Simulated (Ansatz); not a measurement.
# Static equation of state of glassy 85SiO2-15Na2O (mol %) (141 atoms)

Density of this cell: 2.52 g/cm³. The cell holds 141 atoms: 40 Si, 14 Na and 87 O. Its edges and angles: a = 12.162 Å, b = 12.322 Å, c = 12.484 Å, α = 89.1°, β = 89.2°, γ = 89.5°. The starting structure: 141 atoms (40 Si, 14 Na, 87 O) placed at random at 2.32 g/cm³, melted at 4000 K for 10 ps at fixed volume with the Morse and Coulomb pair potential with partial charges (Pedone, Malavasi, Menziani, Cormack and Segre, J. Phys. Chem. B 110, 11780 (2006)). Quenched from 4000 K to 300 K at 100 K/ps and fixed volume, held 10 ps at zero pressure.

Calculated with Ansatz 0.2.0: Kohn-Sham DFT, PBEsol, PAW (set soft_2), plane waves; cutoff 420 eV, Γ point, fixed occupations. Cell and atoms were relaxed first, to V0 = 13.265 Å³ an atom at a residual P0 = -0.016 GPa. The cell was then scaled evenly, and the atoms were relaxed at each volume.

| volume (Å³/atom) | pressure (GPa) |
| --- | --- |
| 11.938 | ? |
| 12.469 | 2.915 |
| 12.867 | 1.445 |
| 13.663 | -1.311 |
| 14.061 | -2.369 |

Task: Fit the third-order Birch–Murnaghan equation to the rows given and extrapolate to the withheld row.

Worked fit:

Take the Eulerian strain f = ½[(V0/V)^(2/3) − 1] and the normalised pressure F = (P − P0) / [3f(1 + 2f)^(5/2)]. The third-order Birch–Murnaghan equation is then the line F = B0 + (3/2)B0(B′ − 4) f, so u = f and v = F.

| u = f | v = F (GPa) |
| --- | --- |
| 0.0210563 | 41.8494 |
| 0.0102568 | 45.1369 |
| -0.00975632 | 46.4867 |
| -0.0190505 | 45.3725 |

With n = 4: mean u = 6.2657e-4, mean v = 44.7114, Σ(u − ū)² = 0.0010051, Σ(u − ū)(v − v̄) = -0.085813. Slope b = -0.085813 / 0.0010051 = -85.377; intercept a = v̄ − b ū = 44.765.

So B0 = a = 44.8 GPa and B′ = 4 + 2b/(3a) = 2.73. At the withheld volume f = 0.03638, F = a + b f = 41.66 GPa, and P = P0 + 3f(1 + 2f)^(5/2) F.

Prediction at 11.938: 5.404 GPa. The run gave 5.110 GPa, so the fit is high by 0.29 GPa (5.8 % of the value).

The series isn't one smooth equation of state: even a line fitted to all rows, the withheld one included, misses F by up to 3.9 %, the count of bonds changes along the series and an atom moves over 0.5 Å in some relaxation. B0 and B′ are then only the numbers of this fit, not moduli of the material. Among the rows given, the largest miss of the fit is at 12.469, by 0.078 GPa (1.0 % of the range of the table).

Limits: Static cells at zero temperature; the cell shape is held. The program notes that the SCF threshold of these relaxations is loose for the stress. The quench rate of 100 K/ps is many orders above laboratory rates, so the cell is likely richer in defects and strain than a real sample. The network of bonds at the start is that of the classical potential that made the cell, and needn't be the one that DFT or experiment would give. Only the Γ point is sampled, in a cell whose shortest periodic width is 12 Å.

[Hosts, paths, dates, database ids (printed as entryN), source tags and the programs' standing remarks are cut or masked in the printed files.]
